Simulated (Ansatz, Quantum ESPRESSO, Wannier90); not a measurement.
# Ballistic channels from Wannier functions: straight Ag chain, spacing 2.47 Å, part 4 of 5

How many channels does the wire offer, and does a small Wannier basis get them right? The wire: straight Ag chain, spacing 2.47 Å.

Quantum ESPRESSO 7.5 and Wannier90 3.1.0; plane-wave DFT, PBEsol, GBRV ultrasoft pseudopotentials; cross-check by Ansatz 0.2.0 with PAW datasets.

So far. Step 2 (Ground state): The run needed 12 iterations to bring the estimated error under 1e-07 Ry. Step 6 (Localisation, bands and conductance): Bands and channels are those of the Wannier model: bands that were not projected, and all outside the frozen window, are missing or only approximate.

### Step 9. Wannier functions and transport, with dist_cutoff = 5.44

Level of this step: maximally localised Wannier functions and ballistic conductance; plane-wave DFT, PBEsol, GBRV ultrasoft pseudopotentials (Wannier90).

How much does a setting matter? One run is repeated with a change.

Input file wan_w.win:

```
num_wann = 6
num_bands = 21
num_iter = 200
num_print_cycles = 20
conv_tol = 1e-8
conv_window = 5
guiding_centres = true
dis_num_iter = 1500
dis_conv_tol = 1e-8
dis_win_min = -13.8669
dis_win_max = 6.1331
dis_froz_max = -1.3669
search_shells = 120
fermi_energy = -2.8669

transport = true
transport_mode = bulk
one_dim_axis = z
dist_cutoff = 5.44
dist_cutoff_mode = one_dim
tran_win_min = -4.0
tran_win_max = 2.0
tran_energy_step = 0.02

bands_plot = true
bands_num_points = 96
begin kpoint_path
G 0.0 0.0 0.0 Z 0.0 0.0 0.5
end kpoint_path

begin projections
Ag:s;d
end projections

begin unit_cell_cart
ang
  8.0000000000 0.0000000000 0.0000000000
  0.0000000000 8.0000000000 0.0000000000
  0.0000000000 0.0000000000 2.4738000000
end unit_cell_cart

begin atoms_frac
  Ag 0.0000000000 0.0000000000 0.0000000000
end atoms_frac

mp_grid = 1 1 14
begin kpoints
  0.0 0.0 0.0000000000
  0.0 0.0 0.0714285714
  0.0 0.0 0.1428571429
  0.0 0.0 0.2142857143
  0.0 0.0 0.2857142857
  0.0 0.0 0.3571428571
  0.0 0.0 0.4285714286
  0.0 0.0 0.5000000000
  0.0 0.0 0.5714285714
  0.0 0.0 0.6428571429
  0.0 0.0 0.7142857143
  0.0 0.0 0.7857142857
  0.0 0.0 0.8571428571
  0.0 0.0 0.9285714286
end kpoints
```

The run is started by

```sh
> OMP_NUM_THREADS=1 wannier90.x wan_w > wan_w.run.log
```

Log:

```text
[banner, memory and clock lines left out]
+---------------------------------------------------+
             |                                                   |
             |                   WANNIER90                       |
             |                                                   |
             +---------------------------------------------------+
             |                                                   |
             |        Welcome to the Maximally-Localized         |
             |        Generalized Wannier Functions code         |
             |                             |
             |                                                   |
             |                                                   |
             |  Wannier90 Developer Group:                       |
             |    Giovanni Pizzi    (EPFL)                       |
             |    Valerio Vitale    (Cambridge)                  |
             |    David Vanderbilt  (Rutgers University)         |
             |    Nicola Marzari    (EPFL)                       |
             |    Ivo Souza         (Universidad del Pais Vasco) |
             |    Arash A. Mostofi  (Imperial College London)    |
             |    Jonathan R. Yates (University of Oxford)       |
             |                                                   |
             |  For the full list of Wannier90 3.x authors,      |
             |  please check the code documentation and the      |
             |  README on the GitHub page of the code            |
             |                                                   |
             |                                                   |
             |                                                   |
             |  [ref] "Wannier90 as a community code:            |
             |        new features and applications",            |
             |        165902 (2020).                             |
             |            |
             |                                                   |
             |  in any publications arising from the use of      |
             |                                                   |
             |  [ref] "Maximally Localized Generalised Wannier   |
             |         Functions for Composite Energy Bands"     |
             |         N. Marzari and D. Vanderbilt              |
             |         Phys. Rev. B 56 12847 (1997)              |
             |                                                   |
             |  [ref] "Maximally Localized Wannier Functions     |
             |         for Entangled Energy Bands"               |
             |         I. Souza, N. Marzari and D. Vanderbilt    |
             |         Phys. Rev. B 65 035109 (2001)             |
             |                                                   |
             |                                                   |
             | Copyright (c) 1996-2020                           |
             |        The Wannier90 Developer Group and          |
             |        individual contributors                    |
             |                                                   |
             |      Release: 3.1.0        5th March    2020      |
             |                                                   |
             | This program is free software; you can            |
             | redistribute it and/or modify it under the terms  |
             | of the GNU General Public License as published by |
             | the Free Software Foundation; either version 2 of |
             | the License, or (at your option) any later version|
             |                                                   |
             | This program is distributed in the hope that it   |
             | will be useful, but WITHOUT ANY WARRANTY; without |
             | even the implied warranty of MERCHANTABILITY or   |
             | FITNESS FOR A PARTICULAR PURPOSE. See the GNU     |
             | General Public License for more details.          |
             |                                                   |
             | You should have received a copy of the GNU General|
             | Public License along with this program; if not,   |
             | write to the Free Software Foundation, Inc.,      |
             | 675 Mass Ave, Cambridge, MA 02139, USA.           |
             |                                                   |
             +---------------------------------------------------+
[date or host left out]
             +---------------------------------------------------+

 ******************************************************************************
 * -> Using CODATA 2006 constant values                                       *
 *    (                      *
 * -> Using Bohr value from CODATA                                            *
 ******************************************************************************

 Running in serial (with parallel executable)

                                    ------
                                    SYSTEM
                                    ------

                              Lattice Vectors (Ang)
                    a_1     8.000000   0.000000   0.000000
                    a_2     0.000000   8.000000   0.000000
                    a_3     0.000000   0.000000   2.473800

                   Unit Cell Volume:     158.32320  (Ang^3)

                        Reciprocal-Space Vectors (Ang^-1)
                    b_1     0.785398   0.000000   0.000000
                    b_2     0.000000   0.785398   0.000000
                    b_3     0.000000   0.000000   2.539892

 *----------------------------------------------------------------------------*
 |   Site       Fractional Coordinate          Cartesian Coordinate (Ang)     |
 +----------------------------------------------------------------------------+
 | Ag   1   0.00000   0.00000   0.00000   |    0.00000   0.00000   0.00000    |
 *----------------------------------------------------------------------------*
                                ------------
                                K-POINT GRID
                                ------------

             Grid size =  1 x  1 x 14      Total points =   14

 *---------------------------------- MAIN ------------------------------------*
 |  Number of Wannier Functions               :                 6             |
 |  Number of Objective Wannier Functions     :                 6             |
 |  Number of input Bloch states              :                21             |
 |  Output verbosity (1=low, 5=high)          :                 1             |
[...]
WF centre and spread    4  (  0.000000,  0.000000,  0.000000 )     0.73484934
  WF centre and spread    5  ( -0.000000,  0.000000,  0.000000 )     0.63914972
  WF centre and spread    6  ( -0.000000, -0.000000, -0.000000 )     0.64698575
  Sum of centres and spreads ( -0.000000,  0.000000,  0.000000 )     6.88736008

      1    -0.559E-02     0.2144268222        6.8873600780       0.01  <-- CONV
        O_D=      0.0000000 O_OD=      0.2070582 O_TOT=      6.8873601 <-- SPRD
 Delta: O_D= -0.2894611E-15 O_OD= -0.5593962E-02 O_TOT= -0.5593962E-02 <-- DLTA
 Cycle:     20
  WF centre and spread    1  (  0.000000,  0.000000,  0.000000 )     3.32070748
  WF centre and spread    2  ( -0.000000,  0.000000,  0.000000 )     0.79968723
  WF centre and spread    3  (  0.000000, -0.000000, -0.000000 )     0.73484934
  WF centre and spread    4  (  0.000000, -0.000000,  0.000000 )     0.73484934
[...]
Sum of centres and spreads ( -0.000000,  0.000000,  0.000000 )     6.87622885

     20    -0.462E-04     0.0101337855        6.8762288530       0.01  <-- CONV
        O_D=      0.0000000 O_OD=      0.1959270 O_TOT=      6.8762289 <-- SPRD
 Delta: O_D=  0.3094015E-13 O_OD= -0.4624698E-04 O_TOT= -0.4624698E-04 <-- DLTA
 Cycle:     40
[...]
Sum of centres and spreads ( -0.000000,  0.000000,  0.000000 )     6.87610492

     40    -0.118E-05     0.0025163355        6.8761049190       0.02  <-- CONV
        O_D=      0.0000000 O_OD=      0.1958031 O_TOT=      6.8761049 <-- SPRD
 Delta: O_D=  0.1655789E-11 O_OD= -0.1176215E-05 O_TOT= -0.1176213E-05 <-- DLTA
 Cycle:     60
[...]
Sum of centres and spreads ( -0.000000,  0.000000,  0.000000 )     6.87608260

     60    -0.723E-06     0.0018274618        6.8760826027       0.03  <-- CONV
        O_D=      0.0000000 O_OD=      0.1957808 O_TOT=      6.8760826 <-- SPRD
 Delta: O_D=  0.1227038E-08 O_OD= -0.7244450E-06 O_TOT= -0.7232180E-06 <-- DLTA
 Cycle:     80
[...]
Sum of centres and spreads ( -0.000000,  0.000000,  0.000000 )     6.87607513

     80    -0.322E-06     0.0014940140        6.8760751265       0.04  <-- CONV
        O_D=      0.0000000 O_OD=      0.1957733 O_TOT=      6.8760751 <-- SPRD
 Delta: O_D=  0.4292138E-08 O_OD= -0.3259526E-06 O_TOT= -0.3216605E-06 <-- DLTA
 Cycle:    100
[...]
Sum of centres and spreads ( -0.000000,  0.000000,  0.000000 )     6.87607214

    100    -0.986E-07     0.0006761547        6.8760721421       0.05  <-- CONV
        O_D=      0.0000000 O_OD=      0.1957703 O_TOT=      6.8760721 <-- SPRD
 Delta: O_D=  0.6738579E-08 O_OD= -0.1053364E-06 O_TOT= -0.9859780E-07 <-- DLTA

 Writing checkpoint file wan_w.chk... done

 Cycle:    120
[...]
Sum of centres and spreads ( -0.000000,  0.000000,  0.000000 )     6.87607089

    120    -0.412E-07     0.0004423528        6.8760708877       0.06  <-- CONV
        O_D=      0.0000000 O_OD=      0.1957691 O_TOT=      6.8760709 <-- SPRD
 Delta: O_D=  0.1828931E-08 O_OD= -0.4304328E-07 O_TOT= -0.4121435E-07 <-- DLTA
 Cycle:    140
[...]
WF centre and spread    5  ( -0.000000,  0.000000,  0.000000 )     0.63914972
  WF centre and spread    6  ( -0.000000, -0.000000, -0.000000 )     0.64698575
  Sum of centres and spreads ( -0.000000,  0.000000,  0.000000 )     6.87607045

    140    -0.189E-07     0.0003626456        6.8760704484       0.07  <-- CONV
        O_D=      0.0000000 O_OD=      0.1957686 O_TOT=      6.8760704 <-- SPRD
 Delta: O_D=  0.2169943E-09 O_OD= -0.1909766E-07 O_TOT= -0.1888066E-07 <-- DLTA

             <<<     Delta < 1.000E-08  over  5 iterations     >>>
             <<< Wannierisation convergence criteria satisfied >>>

 Final State
  WF centre and spread    1  (  0.000000,  0.000000,  0.000000 )     3.30983609
  WF centre and spread    2  ( -0.000000,  0.000000,  0.000000 )     0.81040005
  WF centre and spread    3  (  0.000000, -0.000000, -0.000000 )     0.73484934
  WF centre and spread    4  (  0.000000, -0.000000,  0.000000 )     0.73484934
  WF centre and spread    5  ( -0.000000,  0.000000,  0.000000 )     0.63914972
  WF centre and spread    6  ( -0.000000, -0.000000, -0.000000 )     0.64698575
  Sum of centres and spreads ( -0.000000,  0.000000,  0.000000 )     6.87607028

         Spreads (Ang^2)       Omega I      =     6.680301834
        ================       Omega D      =     0.000000000
                               Omega OD     =     0.195768445
    Final Spread (Ang^2)       Omega Total  =     6.876070279
 Time for wannierise            0.069 (sec)

 Writing checkpoint file wan_w.chk... done

 *---------------------------------------------------------------------------*
 |                               PLOTTING                                    |
 *---------------------------------------------------------------------------*

 Translated centres
    translation centre in fractional coordinate:  0.000000  0.000000  0.000000
  WF centre     1  (  0.000000,  0.000000,  0.000000 )
  WF centre     2  ( -0.000000,  0.000000,  0.000000 )
  WF centre     3  (  0.000000, -0.000000, -0.000000 )
  WF centre     4  (  0.000000, -0.000000,  0.000000 )
  WF centre     5  ( -0.000000,  0.000000,  0.000000 )
  WF centre     6  ( -0.000000, -0.000000, -0.000000 )

 Calculating interpolated band-structure

 Time to calculate interpolated band structure       0.004 (sec)

 Time for plotting              0.008 (sec)

 *---------------------------------------------------------------------------*
 |                              TRANSPORT                                    |
 *---------------------------------------------------------------------------*

 Calculation of Quantum Conductance and DoS: bulk mode

 Maximum imaginary part of the real-space Hamiltonian:     0.000001

     Maximum real part of the real-space Hamiltonian at each lattice point
            Lattice point R           Max |H_ij(R)|
                  -8                     0.000000
                  -7                     0.000000
                  -6                     0.000000
                  -5                     0.000000
                  -4                     0.000000
                  -3                     0.000000
                  -2                     0.567670
                  -1                     1.637662
                   0                     5.992126
                   1                     1.637662
                   2                     0.567670
                   3                     0.000000
                   4                     0.000000
                   5                     0.000000
                   6                     0.000000
                   7                     0.000000
                   8                     0.000000

 Number of unit cells inside the principal layer:     2
 Number of Wannier Functions inside the principal layer:    12

 Calculating quantum conductance and density of states... done

 Time for transport             0.080 (sec)
 Total Execution Time           0.200 (sec)

 *===========================================================================*
 |                             TIMING INFORMATION                            |
 *===========================================================================*
 |    Tag                                                Ncalls      Time (s)|
 |---------------------------------------------------------------------------|
 |kmesh: get                                        :         1         0.012|
 |overlap: allocate                                 :         1         0.000|
 |overlap: read                                     :         1         0.021|
 |dis: main                                         :         1         0.006|
 |wann: main                                        :         1         0.068|
 |plot: main                                        :         1         0.008|
 |tran: main                                        :         1         0.080|
 *---------------------------------------------------------------------------*

 All done: wannier90 exiting
[key lines of the parts left out:]
|  Fermi energy (eV)                         :            -2.867             |
```

The job ended after 0.66 s (1 MPI rank of Arm Neoverse V2, shared host; peak memory 0.09 GiB).

The total spread is 6.88 against 6.88 Å². Between −2 and 1.5 eV the channel count differs from the first run's at 8 % of the energies, and at the Fermi level it is 1 against 1. Spreads don't depend on this cutoff; only the transport does.

(Continued in part 5 of 5.)

[Logs are printed without paths, hosts, clocks, repeated set-up lines and the standing remarks that a program may print on its own settings, such as how far it seeks lower states.]

[Hosts, paths, dates, database ids (printed as entryN), source tags and the programs' standing remarks are cut or masked in the printed files.]

[Maps of the electrostatic potential energy from Ansatz leave out the sawtooth potential of an applied field or a dipole correction, so their vacuum need not be flat; planar profiles and work functions include it.]
